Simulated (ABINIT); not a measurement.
## BAs (F-43m): a self-consistent loop beyond G0W0, cycle by cycle

Wanted: G0W0 and self-consistent gaps of BAs (F-43m), with the cost of the cycles.

Method: PBE and many-body steps on it, plane waves, in ABINIT 10.8.3.

**The experiments to reproduce.**

- Gap 4.12 eV: direct gap from square of absorption coefficient, average of two samples; spectroscopic ellipsometry; 300 K; bulk crystal (CVT-grown opaque bulk crystals) (“Optical properties of cubic boron arsenide”, 2019, arxiv:1911.04914).

- Gap 2.02 eV: indirect gap from square root of absorption coefficient, average of three samples; transmission and reflection spectroscopy; 300 K; bulk crystal (CVT-grown platelets about 10 um thick) (“Optical properties of cubic boron arsenide”, 2019, arxiv:1911.04914).

- Gap 1.82 eV: indirect gap from Tauc plot of optical absorption; UV-visible absorption, indirect Tauc plot; 300 K; bulk crystal (three thin as-grown single crystals with the same absorption edge) (“Photoluminescence mapping and time-domain thermo-photoluminescence for rapid imaging and measurement of thermal conductivity of boron arsenide”, 2019, arxiv:1910.07149).

Report form: the programs' logs are mostly left out.

### Step 1. Starting point

It takes space group F-43m (No. 216, cubic). The conventional cell has a = 4.777 Å, b = 4.777 Å, c = 4.777 Å, α = 90.00°, β = 90.00°, γ = 90.00°. Nearest to B lie 4 As at 2.07 Å. Nearest to As lie 4 B at 2.07 Å. Farther neighbours are not listed.

As a file:

```cif
data_structure
_symmetry_space_group_name_H-M 'F-43m'
_symmetry_Int_Tables_number 216
_cell_length_a 4.7770
_cell_length_b 4.7770
_cell_length_c 4.7770
_cell_angle_alpha 90.000
_cell_angle_beta 90.000
_cell_angle_gamma 90.000
_cell_volume 109.01
loop_
_atom_site_label
_atom_site_type_symbol
_atom_site_symmetry_multiplicity
_atom_site_Wyckoff_symbol
_atom_site_fract_x
_atom_site_fract_y
_atom_site_fract_z
_atom_site_occupancy
B1 B 4 a 0.00000 0.00000 0.00000 1
As1 As 4 d 0.25000 0.25000 0.75000 1
```

The cell and positions come from the Crystallography Open Database and are kept as given unless a step says otherwise.

### Step 2. Empty states on the mesh, 6×6×6 mesh, 165 bands

This step: ABINIT 10.8.3; DFT, PBE, plane waves, norm-conserving pseudopotentials.

The sums over transitions need many empty states on a uniform mesh; this step solves for them.

run.abi reads:

```
acell 3*1.0 Angstrom
rprim 
  -0.000000000000 2.388500000000 2.388500000000
  2.388500000000 -0.000000000000 2.388500000000
  2.388500000000 2.388500000000 -0.000000000000
ntypat 2
znucl 5 33
natom 2
typat 1 2
xred 
  0.000000000000 0.000000000000 0.000000000000
  0.250000000000 0.250000000000 0.250000000000
pp_dirpath "pseudos"
pseudos "B.upf, As.upf"
ecut 44
ngkpt 6 6 6
nshiftk 1
shiftk 0 0 0
kptopt 1
chksymbreak 0
irdden 1
istwfk *1
nband 165
prtvol 0
optdriver 6
gwr_task "HDIAGO"
paral_kgb 0
occopt 1
indata_prefix "in"
outdata_prefix "out"
tmpdata_prefix "tmp"
```

Run with:

```
$ OMP_NUM_THREADS=1 mpirun -n 4 abinit run.abi > log
```

Elapsed: 43 s, on 4 MPI ranks of Intel Xeon Platinum 8375C at 2.90GHz (Ice Lake), shared host; peak memory 1.7 GiB; 2.9 min of CPU time.

This step gave:

- gap: 1.293 eV
- k of the valence top: 0, 0, 0
- k of the conduction bottom: 0.3333, 0.3333, 0
- least direct gap: 3.289 eV
- k points computed: 16
- lowest point of the top converged band, above the valence top: 158.6059 eV

On this mesh the gap is 1.293 eV.

The density comes from a self-consistent run that is not shown.

### Step 3. Screening, 6×6×6 mesh, 157 bands, screening to 228.6 eV

The RPA dielectric matrix is built and inverted for each q.

This step: RPA screening on PBE, plane waves, norm-conserving pseudopotentials.

run.abi, as its differences from that of step 2:

```diff
@@ -20,10 +20,11 @@
 chksymbreak 0
-irdden 1
 istwfk *1
-nband 165
-prtvol 0
-optdriver 6
-gwr_task "HDIAGO"
-paral_kgb 0
 occopt 1
+irdwfk 1
+optdriver 3
+nband 157
+ecuteps 8.4
+inclvkb 2
+awtr 1
+symchi 1
 indata_prefix "in"
```

Elapsed: 3.7 min, on 4 MPI ranks; peak memory 1.5 GiB.

This step gave:

| Item | Value |
| --- | --- |
| ε∞ with local fields, on this mesh, along the program's q direction | 10.51 |
| the same without local fields | 11.51 |
| plasma frequency | 36.27 eV |
| plane waves in the screening matrix | 181 |

Local fields lower ε∞ by 9 %.

### Step 4. G0W0

The self-energy is evaluated for the states that the input lists, and the levels follow from it, in one-shot runs by the linearised quasiparticle equation.

This step: G0W0 on PBE, plane waves, norm-conserving pseudopotentials.

run.abi, as its differences from that of step 3:

```diff
@@ -23,8 +23,17 @@
 irdwfk 1
-optdriver 3
+optdriver 4
 nband 157
+gwcalctyp 0
+ecutsigx 44
+symsigma 1
+nkptgw 2
+kptgw 
+  0.0000000000 0.0000000000 0.0000000000
+  0.3333333333 0.3333333333 0.0000000000
+bdgw 
+  11 16
+  12 15
 ecuteps 8.4
-inclvkb 2
-awtr 1
-symchi 1
+irdscr 1
+ppmodel 1
 indata_prefix "in"
```

Run time: 22 s. Hardware: 4 MPI ranks; peak memory 1.4 GiB; 85 s of CPU time.

Numbers from this step:

* G0W0 gap on the points computed: 1.909 eV
* starting gap on the mesh: 1.293 eV
* k of the valence top: 0, 0, 0
* k of the conduction bottom: 0.3333, 0.3333, 0
* Z at the valence top: 0.807
* Z at the conduction bottom: 0.817
* least direct G0W0 gap on the computed points: 4.145 eV

The gap on the mesh goes from 1.29 eV to 1.91 eV, a correction of +0.62 eV.

### Step 5. evGW0, cycle 1

This step: evGW0 on PBE, plane waves, norm-conserving pseudopotentials.

run.abi, as its differences from that of step 4:

```diff
@@ -25,12 +25,40 @@
 nband 157
-gwcalctyp 0
+gwcalctyp 10
 ecutsigx 44
 symsigma 1
-nkptgw 2
+nkptgw 16
 kptgw 
   0.0000000000 0.0000000000 0.0000000000
+  0.1666666667 0.0000000000 0.0000000000
+  0.3333333333 0.0000000000 0.0000000000
+  0.5000000000 0.0000000000 0.0000000000
+  0.1666666667 0.1666666667 0.0000000000
+  0.3333333333 0.1666666667 0.0000000000
+  0.5000000000 0.1666666667 0.0000000000
+  -0.3333333333 0.1666666667 0.0000000000
+  -0.1666666667 0.1666666667 0.0000000000
   0.3333333333 0.3333333333 0.0000000000
+  0.5000000000 0.3333333333 0.0000000000
+  -0.3333333333 0.3333333333 0.0000000000
+  0.5000000000 0.5000000000 0.0000000000
+  0.5000000000 0.3333333333 0.1666666667
+  -0.3333333333 0.3333333333 0.1666666667
+  -0.3333333333 0.5000000000 0.1666666667
 bdgw 
-  11 16
-  12 15
+  11 17
+  11 17
+  11 17
+  11 17
+  11 17
+  11 17
+  11 17
+  11 17
+  11 17
+  11 17
+  11 17
+  11 17
+  11 17
+  11 17
+  11 17
+  11 17
 ecuteps 8.4
```

Run time: 9.5 min. Hardware: 4 MPI ranks; peak memory 1.5 GiB; 38 min of CPU time.

Numbers from this step:

* quasiparticle gap on the mesh: 2.056 eV
* gap of the density functional on the mesh: 1.293 eV
* k of the valence top: 0, 0, 0
* k of the conduction bottom: 0.3333, 0.3333, 0
* Z at the valence top: 0.807
* Z at the conduction bottom: 0.817
* least direct quasiparticle gap on the computed points: 4.348 eV

Against G0W0 in ABINIT (6×6×6 mesh, 157 bands, screening to 228.6 eV, Godby-Needs plasmon pole), the gap moves by +0.147 eV. This first cycle still uses the starting levels; it takes the full correction, at all points of the mesh, and its linearised value is 1.909 eV.

### Step 6. evGW0, cycle 2

The corrected levels of the last cycle go back in.

run.abi, as its differences from that of step 5:

```diff
@@ -66,2 +66,3 @@
 ppmodel 1
+irdqps 1
 indata_prefix "in"
```

Elapsed: 9.4 min, on 4 MPI ranks; peak memory 1.5 GiB; 37 min of CPU time.

Numbers from this step:

* quasiparticle gap on the mesh: 1.978 eV
* gap of the density functional on the mesh: 1.293 eV
* k of the valence top: 0, 0, 0
* k of the conduction bottom: 0.3333, 0.3333, 0
* least direct quasiparticle gap on the computed points: 4.227 eV

Against the cycle before, the gap moves by −0.078 eV.

### Step 7. evGW0, cycle 3

run.abi is that of step 6.

It took 9.5 min on 4 MPI ranks; peak memory 1.5 GiB.

This step gave:

| Item | Value |
| --- | --- |
| quasiparticle gap on the mesh | 1.986 eV |
| gap of the density functional on the mesh | 1.293 eV |
| k of the valence top | 0, 0, 0 |
| k of the conduction bottom | 0.3333, 0.3333, 0 |
| least direct quasiparticle gap on the computed points | 4.242 eV |

Against the cycle before, the gap moves by +0.008 eV.

### Step 8. Screening, 6×6×6 mesh, 157 bands, screening to 228.6 eV

This step: RPA screening on PBE, plane waves, norm-conserving pseudopotentials.

run.abi reads:

```
acell 3*1.0 Angstrom
rprim 
  -0.000000000000 2.388500000000 2.388500000000
  2.388500000000 -0.000000000000 2.388500000000
  2.388500000000 2.388500000000 -0.000000000000
ntypat 2
znucl 5 33
natom 2
typat 1 2
xred 
  0.000000000000 0.000000000000 0.000000000000
  0.250000000000 0.250000000000 0.250000000000
pp_dirpath "pseudos"
pseudos "B.upf, As.upf"
ecut 44
ngkpt 6 6 6
nshiftk 1
shiftk 0 0 0
kptopt 1
chksymbreak 0
istwfk *1
occopt 1
irdwfk 1
optdriver 3
nband 157
ecuteps 8.4
inclvkb 2
awtr 1
symchi 1
gwcalctyp 10
mbpt_sciss 0.970 eV
nqptdm 1
qptdm 
  0 0 0
indata_prefix "in"
outdata_prefix "out"
tmpdata_prefix "tmp"
```

Run time: 9.2 s. Hardware: 4 MPI ranks; peak memory 1.5 GiB; 36 s of CPU time.

Numbers from this step:

- ε∞ with local fields, on this mesh, along the program's q direction: 9.118
- the same without local fields: 9.897
- plasma frequency: 36.27 eV
- plane waves in the screening matrix: 181

This screening uses the functional's bands under a rigid shift, the mean opening of the cycle before.

### Step 9. Screening, 6×6×6 mesh, 157 bands, screening to 228.6 eV

This step: RPA screening on PBE from quasiparticle energies, plane waves, norm-conserving pseudopotentials.

run.abi, as its differences from that of step 8:

```diff
@@ -29,7 +29,21 @@
 symchi 1
+irdqps 1
 gwcalctyp 10
-mbpt_sciss 0.970 eV
-nqptdm 1
+nqptdm 15
 qptdm 
-  0 0 0
+  0.1666666667 0.0000000000 0.0000000000
+  0.3333333333 0.0000000000 0.0000000000
+  0.5000000000 0.0000000000 0.0000000000
+  0.1666666667 0.1666666667 0.0000000000
+  0.3333333333 0.1666666667 0.0000000000
+  0.5000000000 0.1666666667 0.0000000000
+  -0.3333333333 0.1666666667 0.0000000000
+  -0.1666666667 0.1666666667 0.0000000000
+  0.3333333333 0.3333333333 0.0000000000
+  0.5000000000 0.3333333333 0.0000000000
+  -0.3333333333 0.3333333333 0.0000000000
+  0.5000000000 0.5000000000 0.0000000000
+  0.5000000000 0.3333333333 0.1666666667
+  -0.3333333333 0.3333333333 0.1666666667
+  -0.3333333333 0.5000000000 0.1666666667
 indata_prefix "in"
```

mrgscr.stdin reads:

```
2
merged
q0_SCR
out_SCR
1
```

Run with:

```
$ OMP_NUM_THREADS=1 mpirun -n 4 abinit run.abi > log; mrgscr < mrgscr.stdin
```

Run time: 3.7 min. Hardware: 4 MPI ranks; peak memory 1.5 GiB.

Numbers from this step:

| Quantity | Value |
| --- | --- |
| plasma frequency | 36.27 eV |
| plane waves in the screening matrix | 181 |

This screening reads the quasiparticle levels of the cycle before.

### Step 10. evGW, cycle 1

This step: evGW on PBE, plane waves, norm-conserving pseudopotentials.

run.abi, as its differences from that of step 9:

```diff
@@ -23,12 +23,10 @@
 irdwfk 1
-optdriver 3
+optdriver 4
 nband 157
-ecuteps 8.4
-inclvkb 2
-awtr 1
-symchi 1
-irdqps 1
 gwcalctyp 10
-nqptdm 15
-qptdm 
+ecutsigx 44
+symsigma 1
+nkptgw 16
+kptgw 
+  0.0000000000 0.0000000000 0.0000000000
   0.1666666667 0.0000000000 0.0000000000
@@ -48,2 +46,23 @@
   -0.3333333333 0.5000000000 0.1666666667
+bdgw 
+  11 17
+  11 17
+  11 17
+  11 17
+  11 17
+  11 17
+  11 17
+  11 17
+  11 17
+  11 17
+  11 17
+  11 17
+  11 17
+  11 17
+  11 17
+  11 17
+ecuteps 8.4
+irdscr 1
+ppmodel 1
+irdqps 1
 indata_prefix "in"
```

Run with:

```
$ OMP_NUM_THREADS=1 mpirun -n 4 abinit run.abi > log
```

It took 9.4 min on 4 MPI ranks; peak memory 1.5 GiB; 38 min of CPU time.

This step gave:

* quasiparticle gap on the mesh: 2.092 eV
* gap of the density functional on the mesh: 1.293 eV
* k of the valence top: 0, 0, 0
* k of the conduction bottom: 0.3333, 0.3333, 0
* least direct quasiparticle gap on the computed points: 4.358 eV

Against G0W0 in ABINIT (6×6×6 mesh, 157 bands, screening to 228.6 eV, Godby-Needs plasmon pole), the gap moves by +0.183 eV.

### Step 11. Screening, 6×6×6 mesh, 157 bands, screening to 228.6 eV

This step: RPA screening on PBE, plane waves, norm-conserving pseudopotentials.

run.abi reads:

```
acell 3*1.0 Angstrom
rprim 
  -0.000000000000 2.388500000000 2.388500000000
  2.388500000000 -0.000000000000 2.388500000000
  2.388500000000 2.388500000000 -0.000000000000
ntypat 2
znucl 5 33
natom 2
typat 1 2
xred 
  0.000000000000 0.000000000000 0.000000000000
  0.250000000000 0.250000000000 0.250000000000
pp_dirpath "pseudos"
pseudos "B.upf, As.upf"
ecut 44
ngkpt 6 6 6
nshiftk 1
shiftk 0 0 0
kptopt 1
chksymbreak 0
istwfk *1
occopt 1
irdwfk 1
optdriver 3
nband 157
ecuteps 8.4
inclvkb 2
awtr 1
symchi 1
gwcalctyp 10
mbpt_sciss 1.117 eV
nqptdm 1
qptdm 
  0 0 0
indata_prefix "in"
outdata_prefix "out"
tmpdata_prefix "tmp"
```

Elapsed: 8.7 s, on 4 MPI ranks; peak memory 1.1 GiB.

This step gave:

```yaml
eps_infinity_with_local_fields_on_this_mesh_along_the_program_s_q_direction: 8.944
the_same_without_local_fields: 9.697
plasma_frequency: 36.27 eV
plane_waves_in_the_screening_matrix: 181
```

This screening uses the functional's bands under a rigid shift, the mean opening of the cycle before.

### Step 12. Screening, 6×6×6 mesh, 157 bands, screening to 228.6 eV

This step: RPA screening on PBE from quasiparticle energies, plane waves, norm-conserving pseudopotentials.

run.abi, as its differences from that of step 11:

```diff
@@ -29,7 +29,21 @@
 symchi 1
+irdqps 1
 gwcalctyp 10
-mbpt_sciss 1.117 eV
-nqptdm 1
+nqptdm 15
 qptdm 
-  0 0 0
+  0.1666666667 0.0000000000 0.0000000000
+  0.3333333333 0.0000000000 0.0000000000
+  0.5000000000 0.0000000000 0.0000000000
+  0.1666666667 0.1666666667 0.0000000000
+  0.3333333333 0.1666666667 0.0000000000
+  0.5000000000 0.1666666667 0.0000000000
+  -0.3333333333 0.1666666667 0.0000000000
+  -0.1666666667 0.1666666667 0.0000000000
+  0.3333333333 0.3333333333 0.0000000000
+  0.5000000000 0.3333333333 0.0000000000
+  -0.3333333333 0.3333333333 0.0000000000
+  0.5000000000 0.5000000000 0.0000000000
+  0.5000000000 0.3333333333 0.1666666667
+  -0.3333333333 0.3333333333 0.1666666667
+  -0.3333333333 0.5000000000 0.1666666667
 indata_prefix "in"
```

mrgscr.stdin is that of step 9.

Run with:

```
$ OMP_NUM_THREADS=1 mpirun -n 4 abinit run.abi > log; mrgscr < mrgscr.stdin
```

Elapsed: 3.6 min, on 4 MPI ranks; peak memory 1.5 GiB.

Numbers from this step:

- plasma frequency: 36.27 eV
- plane waves in the screening matrix: 181

This screening reads the quasiparticle levels of the cycle before.

### Step 13. evGW, cycle 2

This step: evGW on PBE, plane waves, norm-conserving pseudopotentials.

run.abi, as its differences from that of step 12:

```diff
@@ -23,12 +23,10 @@
 irdwfk 1
-optdriver 3
+optdriver 4
 nband 157
-ecuteps 8.4
-inclvkb 2
-awtr 1
-symchi 1
-irdqps 1
 gwcalctyp 10
-nqptdm 15
-qptdm 
+ecutsigx 44
+symsigma 1
+nkptgw 16
+kptgw 
+  0.0000000000 0.0000000000 0.0000000000
   0.1666666667 0.0000000000 0.0000000000
@@ -48,2 +46,23 @@
   -0.3333333333 0.5000000000 0.1666666667
+bdgw 
+  11 17
+  11 17
+  11 17
+  11 17
+  11 17
+  11 17
+  11 17
+  11 17
+  11 17
+  11 17
+  11 17
+  11 17
+  11 17
+  11 17
+  11 17
+  11 17
+ecuteps 8.4
+irdscr 1
+ppmodel 1
+irdqps 1
 indata_prefix "in"
```

Run with:

```
$ OMP_NUM_THREADS=1 mpirun -n 4 abinit run.abi > log
```

Elapsed: 9.3 min, on 4 MPI ranks; peak memory 1.5 GiB.

Numbers from this step:

```yaml
quasiparticle_gap_on_the_mesh: 2.097 eV
gap_of_the_density_functional_on_the_mesh: 1.293 eV
k_of_the_valence_top: 0, 0, 0
k_of_the_conduction_bottom: 0.3333, 0.3333, 0
least_direct_quasiparticle_gap_on_the_computed_points: 4.363 eV
```

Against the cycle before, the gap moves by +0.005 eV.

### Step 14. Side by side

Times are wall times on 4 MPI ranks of Intel Xeon Platinum 8375C at 2.90GHz (Ice Lake), shared host, good to a factor of about two. A run's time includes the screening step that it read.

| run | mesh | bands | screening cutoff (eV) | DFT gap (eV) | gap on the mesh (eV) | direct (eV) | ε∞ used | time |
| --- | --- | --- | --- | --- | --- | --- | --- | --- |
| G0W0 | 6×6×6 | 157 | 228.6 | 1.293 | 1.909 | 4.145 | 10.51 | 4 min |
| evGW0, cycle 1 | 6×6×6 | 157 | 228.6 | 1.293 | 2.056 | 4.348 | 10.51 | 13 min |
| evGW0, cycle 2 | 6×6×6 | 157 | 228.6 | 1.293 | 1.978 | 4.227 | 10.51 | 13 min |
| evGW0, cycle 3 | 6×6×6 | 157 | 228.6 | 1.293 | 1.986 | 4.242 | 10.51 | 13 min |
| evGW, cycle 1 | 6×6×6 | 157 | 228.6 | 1.293 | 2.092 | 4.358 | 9.12 | 13 min |
| evGW, cycle 2 | 6×6×6 | 157 | 228.6 | 1.293 | 2.097 | 4.363 | 8.94 | 13 min |

### Step 15. Summary of results

```
G0W0           : 1.909 eV
evGW0, cycle 1 : 2.056 eV
evGW0, cycle 2 : 1.978 eV
evGW0, cycle 3 : 1.986 eV
evGW, cycle 1  : 2.092 eV
evGW, cycle 2  : 2.097 eV
known limits   : not at the basis limit; no spin-orbit coupling
```

In words: Only the bands that the input lists are updated; the others, empty or deep, keep the functional's energies or take a rigid shift. The evGW loop starts from the last levels of evGW0, so its cycles and time come on top of those. evGW0 ends at 1.99 eV, +0.08 eV from G0W0, after 3 cycles that took 28 min beside the first screening; the last moved the gap by 0.008 eV. evGW ends at 2.10 eV, +0.19 eV from G0W0, after 2 cycles that took 26 min beside the first screening; the last moved the gap by 0.005 eV. The first cycle of evGW0 takes the full correction, without the factor Z, so it overshoots the one-shot value. Against experiment, by evGW, cycle 2: the direct gap of 4.36 eV lies +0.24 eV from the measured 4.12 eV (direct, 300 K, 2019); the gap of 2.10 eV lies +0.08 eV from the measured 2.02 eV (indirect, 300 K, 2019); the gap of 2.10 eV lies +0.28 eV from the measured 1.82 eV (indirect, 300 K, 2019). An exciton line or allowed optical edge lies below the quasiparticle gap by the binding energy; a forbidden edge can push the onset above it. These are gaps on the mesh, at modest bands and cutoff. The calculation has static nuclei and no excitons; a measured gap holds zero-point and thermal motion, which mostly lowers it. Bands and cutoff are finite, so the gap is not at the basis limit. The miss can reach some tenths of an eV and take either sign; the mesh is an error of its own. A denser mesh or path gives a starting gap of 1.21 eV: the GW mesh misses a band edge, so its gaps are not the fundamental one. In the updated screening the q = 0 part is built from Kohn-Sham bands under a rigid shift, the other q from the quasiparticle levels. The many-body steps are scalar-relativistic: spin-orbit coupling is not in them.

[Paths, hosts, dates, memory and timing lines, banners, echoed tables and standing remarks are left out of the program output.]

[Logs are printed without paths, hosts, clocks, repeated set-up lines and the standing remarks that a program may print on its own settings, such as how far it seeks lower states.]

[Runs of the session that timed out or met a known fault of the program may be left out.]

[Hosts, paths, dates, database ids (printed as entryN), source tags and the programs' standing remarks are cut or masked in the printed files.]

[G0W0 gaps are taken among the corrected bands and points alone; a level outside them can change the order at an edge.]

[Where Ansatz stands beside ABINIT at settings called matched, ABINIT's density can come from a denser mesh and the files from another edition; pairs whose starting gaps differed by over 0.03 eV were left out, so agreement reads better than it is.]
